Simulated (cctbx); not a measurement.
## Diagnosing a refinement

Cell a = 3.6060 Å, b = 3.6060 Å, c = 10.6900 Å, α = 90.00°, β = 90.00°, γ = 90.00°; space group I4/mmm (no. 139). The compound is AlTl2.

The data are simulated with cctbx, not measured: Mo Kα, λ = 0.71073 Å, to d = 0.6 Å, 50 % of the full sphere, strongest reflection 20000 counts, noise from counting, a 3 % proportional error and a noise floor of 15 counts (s.d.); no absorption.

An anisotropic refinement with weights 1/σ² prints:

```text
Rint 0.028, 125 unique reflections to 0.60 A
cycle     R1     wR2    GooF  max shift (A)
   1  0.0472  0.1141   5.373   0.00013
   2  0.0135  0.0282   1.327   0.00000
final R1 0.0134 wR2 0.0282 GooF 1.327  parameters 5  data/parameter 25.0
atom        x        y        z      Ueq    occ   su(xyz)  su(Uiso or U11)
Eu1    0.50000  0.50000  0.18398   0.0157  1.000  0.00003  0.0001
Al1    0.00000  0.00000  0.00000   0.0473  1.000  0.00000  0.0014
difference map: max 0.76 min -1.81 rms 0.31
Q1    0.0000  0.2678  0.0351   16    0.79  1.04 A from Al1
Q2    0.0000  0.2397  0.5000    8    0.76  2.03 A from Al1
Q3    0.2333  0.2333  0.5000    8    0.72  1.36 A from Al1
Q4    0.0956  0.3165  0.1616   32    0.69  1.62 A from Eu1
Q5    0.0000  0.5000  0.1105    8    0.68  1.97 A from Eu1
Q6    0.2500  0.2500  0.2500    8    0.68  1.46 A from Eu1
```

**Question.** Can this result stand? If not, what is the likely fault?

Mend it. The fault: wrong element: Eu1 is Tl. Against the right model at the same level, R1 goes from 0.0087 to 0.0134 and GooF from 0.98 to 1.33 and U of Al1 swells from 0.0342 to 0.0473 Å². Eu1 has 18 electrons too few and its U shrinks to make up, as expected.

The compound is AlTl2. The right model at the same level gives:

```text
Rint 0.028, 125 unique reflections to 0.60 A
cycle     R1     wR2    GooF  max shift (A)
   1  0.0373  0.1004   4.729   0.00033
   2  0.0087  0.0208   0.982   0.00000
final R1 0.0087 wR2 0.0208 GooF 0.982  parameters 5  data/parameter 25.0
atom        x        y        z      Ueq    occ   su(xyz)  su(Uiso or U11)
Tl1    0.50000  0.50000  0.18400   0.0168  1.000  0.00002  0.0001
Al1    0.00000  0.00000  0.00000   0.0342  1.000  0.00000  0.0010
difference map: max 0.88 min -1.16 rms 0.29
Q1    0.0000  0.2788  0.0350   16    0.95  1.07 A from Al1
Q2    0.2508  0.2508  0.0000    8    0.92  1.28 A from Al1
Q3    0.0000  0.2434  0.5000    8    0.87  2.03 A from Al1
Q4    0.1020  0.1020  0.0000    8    0.79  0.52 A from Al1
Q5    0.0000  0.5000  0.1184    8    0.76  1.93 A from Tl1
Q6    0.0960  0.3135  0.1608   32    0.74  1.62 A from Tl1
```

Isotropic U is held between 0.0001 and 1 Å² by the program, and listed peak heights are interpolated, so they can pass the grid's maximum.

This is a model crystal, built by substitution and not relaxed, with assumed displacement parameters.

[Middle refinement cycles are left out of these outputs.]

[Logs are printed without paths, hosts, clocks, repeated set-up lines and the standing remarks that a program may print on its own settings, such as how far it seeks lower states.]
